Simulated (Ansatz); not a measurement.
# Starting-point dependence of the GW gap of Li3SI (antiperovskite) (Pm-3m)

How much of the starting functional survives in the G0W0 gap of Li3SI (antiperovskite) (Pm-3m)?

Method: G0W0 on several functionals, plane waves, PAW, in Ansatz 0.2.0.

This is a report of a sequence of runs, with most program output left out.

The structure was built from a prototype and need not be the compound's stable phase.

In doubt: masses and optical values from hybrid runs of this build are listed as unsure (step 4), which bears on the screening that GW takes from such a start.

## 1. The structure

The structure is cubic, space group Pm-3m (No. 221). Conventional cell: a = 4.737 Å, b = 4.737 Å, c = 4.737 Å, α = 90.00°, β = 90.00°, γ = 90.00°. Nearest to I lie 12 Li at 3.35 Å. Nearest to S lie 6 Li at 2.37 Å. Nearest to Li lie 2 S at 2.37 Å and 4 I at 3.35 Å and 8 Li at 3.35 Å. It derives from I1Li3S1. Farther neighbours and most contacts between anions are not listed.

Coordinates:

```cif
data_structure
_symmetry_space_group_name_H-M 'P 1'
_symmetry_Int_Tables_number 1
_cell_length_a 4.7368
_cell_length_b 4.7368
_cell_length_c 4.7368
_cell_angle_alpha 90.000
_cell_angle_beta 90.000
_cell_angle_gamma 90.000
_cell_volume 106.28
loop_
_atom_site_label
_atom_site_type_symbol
_atom_site_fract_x
_atom_site_fract_y
_atom_site_fract_z
_atom_site_occupancy
I1 I 0.00000 0.00000 0.00000 1
S2 S 0.50000 0.50000 0.50000 1
Li3 Li 0.50000 0.50000 0.00000 1
Li4 Li 0.50000 0.00000 0.50000 1
Li5 Li 0.00000 0.50000 0.50000 1
```

The structure was relaxed with PBE. The structure type comes from a generator and need not be one that this composition takes. The runs that relaxed it are not among those shown. Spin-orbit coupling is left out unless a step names it. The default PAW set here is soft_2. Its files were made with PBE.

## 2. G0W0 on LDA

Now the one-shot GW correction: screening in the RPA, then the self-energy of the levels asked for.

This step: G0W0 on LDA, plane waves, PAW.

input.yaml reads:

```yaml
crystal:
  lattice:
    - [4.7368166536, 0.0, 0.0]
    - [0.0, 4.7368166536, 0.0]
    - [0.0, 0.0, 4.7368166536]
  atoms:
    - { symbol: I, position: [0.0, 0.0, 0.0] }
    - { symbol: S, position: [0.5, 0.5, 0.5] }
    - { symbol: Li, position: [0.5, 0.5, 0.0] }
    - { symbol: Li, position: [0.5, 0.0, 0.5] }
    - { symbol: Li, position: [0.0, 0.5, 0.5] }
kpoints:
  mp_grid: { grid: [4, 4, 4] }
hamiltonian:
  xc: lda
scf:
  occupations: { method: fixed }
gw:
  n_empty_bands: 317
  ecut_chi: 120.0
  qp_bands: [v2, c2]
  qp_kpoints: band_edges
  screening: { model: contour_deformation }
```

Command:

```console
$ ansatz run input.yaml --threads 4 --pin off --max-ram 17510MiB --backend cpu --events-out ev --progress --plain --runs-dir out
```

Run time: 44 s. Hardware: 4 threads of Arm Neoverse V2, shared host; peak memory 1.1 GiB.

Numbers from this step:

| Property | Result |
| --- | --- |
| bands summed | 333 |
| RPA ε∞ on this mesh (eigenvalues) | 4.050, 4.050, 4.050 |
| plane waves in the screening matrix | 305 |
| q-points in the mesh | 64 |
| G0W0 gap on the mesh | 4.957 eV |
| k of the valence top | 0, -0.5, -0.5 |
| k of the conduction bottom | 0, -0.5, -0.5 |
| starting gap on the mesh | 3.301 eV |
| Z at the valence top | 0.7672 |
| Z at the conduction bottom | 0.8140 |
| least direct G0W0 gap on the computed points | 4.957 eV |

The gap on the mesh goes from 3.30 eV to 4.96 eV, a correction of +1.66 eV. Between the two edge states, bare exchange in place of the xc potential would open the gap by 6.94 eV, and correlation takes back 5.29 eV.

## 3. G0W0 on PBE

The same correction from a different start measures what one shot leaves open.

This step: G0W0 on PBE, plane waves, PAW.

Edit input.yaml of step 2 so:

```diff
@@ -14,3 +14,3 @@
 hamiltonian:
-  xc: lda
+  xc: pbe
 scf:
```

Wall time 44 s (4 threads); peak memory 1.1 GiB; 2.8 min of CPU time.

Numbers from this step:

| Quantity | Value |
| --- | --- |
| bands summed | 333 |
| RPA ε∞ on this mesh (eigenvalues) | 3.857, 3.857, 3.857 |
| plane waves in the screening matrix | 305 |
| q-points in the mesh | 64 |
| G0W0 gap on the mesh | 5.046 eV |
| k of the valence top | 0, -0.5, -0.5 |
| k of the conduction bottom | 0, -0.5, -0.5 |
| starting gap on the mesh | 3.515 eV |
| Z at the valence top | 0.7712 |
| Z at the conduction bottom | 0.8175 |
| least direct G0W0 gap on the computed points | 5.046 eV |

Against the run with 4×4×4 mesh, 317 empty bands, screening to 120 eV on LDA, the gap moves by +0.09 eV, while the start moved by +0.21 eV.

## 4. G0W0 on HSE06

This step: G0W0 on HSE06, plane waves, PAW.

Edit input.yaml of step 3 so:

```diff
@@ -14,3 +14,3 @@
 hamiltonian:
-  xc: pbe
+  xc: hse06
 scf:
```

Elapsed: 2.5 min, on 4 threads; peak memory 1.8 GiB.

This step gave:

| Quantity | Value |
| --- | --- |
| bands summed | 333 |
| RPA ε∞ on this mesh (eigenvalues) | 3.306, 3.306, 3.306 |
| plane waves in the screening matrix | 305 |
| G0W0 gap on the mesh | 5.536 eV |
| k of the valence top | 0, -0.5, -0.5 |
| k of the conduction bottom | 0, -0.5, -0.5 |
| starting gap on the mesh | 4.484 eV |
| least direct G0W0 gap on the computed points | 5.536 eV |

Against the run with 4×4×4 mesh, 317 empty bands, screening to 120 eV on PBE, the gap moves by +0.49 eV, while the start moved by +0.97 eV.

## 5. The starts together

All on the 4×4×4 mesh with 317 empty bands and screening to 120 eV. Times are wall times on 4 threads of Arm Neoverse V2, shared host, good to a factor of about two.

```tsv
start	starting gap (eV)	shift (eV)	G0W0 gap (eV)	RPA ε∞ (harmonic mean)	Z (valence, conduction)	time
LDA	3.30	+1.66	4.96	4.05	0.77, 0.81	44 s
PBE	3.51	+1.53	5.05	3.86	0.77, 0.82	44 s
HSE06	4.48	+1.05	5.54	3.31	0.80, 0.84	2.5 min
```

The parts of the quasiparticle energy at the two band edges (eV; QP = start + Σx + Σc − Vxc):

```tsv
run	edge	start	Σx	Σc	Vxc	Z	QP
LDA	valence top	2.81	-17.79	1.84	-14.95	0.77	1.81
LDA	conduction bottom	6.11	-4.06	-3.45	-8.16	0.81	6.76
PBE	valence top	3.02	-17.80	1.87	-14.76	0.77	1.86
PBE	conduction bottom	6.54	-4.02	-3.36	-7.75	0.82	6.90
HSE06	valence top	2.33	-17.79	1.62	-15.42	0.80	1.57
HSE06	conduction bottom	6.81	-3.92	-3.21	-7.43	0.84	7.11
```

For a hybrid start, Vxc holds its share of exact exchange.

## 6. Results

```yaml
g0w0_lda: 4.96 eV (start 3.30 eV)
g0w0_pbe: 5.05 eV (start 3.51 eV)
g0w0_hse06: 5.54 eV (start 4.48 eV)
known_limits: not at the basis limit; no spin-orbit coupling
```

What this shows: The starting gaps span 1.18 eV and the G0W0 gaps 0.58 eV. Between LDA and HSE06, 0.58 eV of the 1.18 eV survives, 49 %. HSE06 screens less than LDA (ε∞ 3.31 against 4.05). Of the 0.58 eV by which its G0W0 gap is higher, the correlation part gives +0.46 eV, and exchange with the one-particle terms, which follow the orbitals, +0.12 eV. The smallest correction, +1.05 eV, is on HSE06, the start nearest to reproducing itself. Bands and cutoff are finite, so the gap is not at the basis limit. The miss can reach some tenths of an eV and take either sign; the mesh is an error of its own. The many-body steps are scalar-relativistic: spin-orbit coupling is not in them.

[Paths, hosts, dates, memory and timing lines, banners, echoed tables and standing remarks are left out of the program output.]

[Logs are printed without paths, hosts, clocks, repeated set-up lines and the standing remarks that a program may print on its own settings, such as how far it seeks lower states.]

[Runs of the session that timed out or met a known fault of the program may be left out.]

[Cells called generated may have been cut or substituted from an entry of the Crystallography Open Database or the Materials Project.]

[Hosts, paths, dates, database ids (printed as entryN), source tags and the programs' standing remarks are cut or masked in the printed files.]
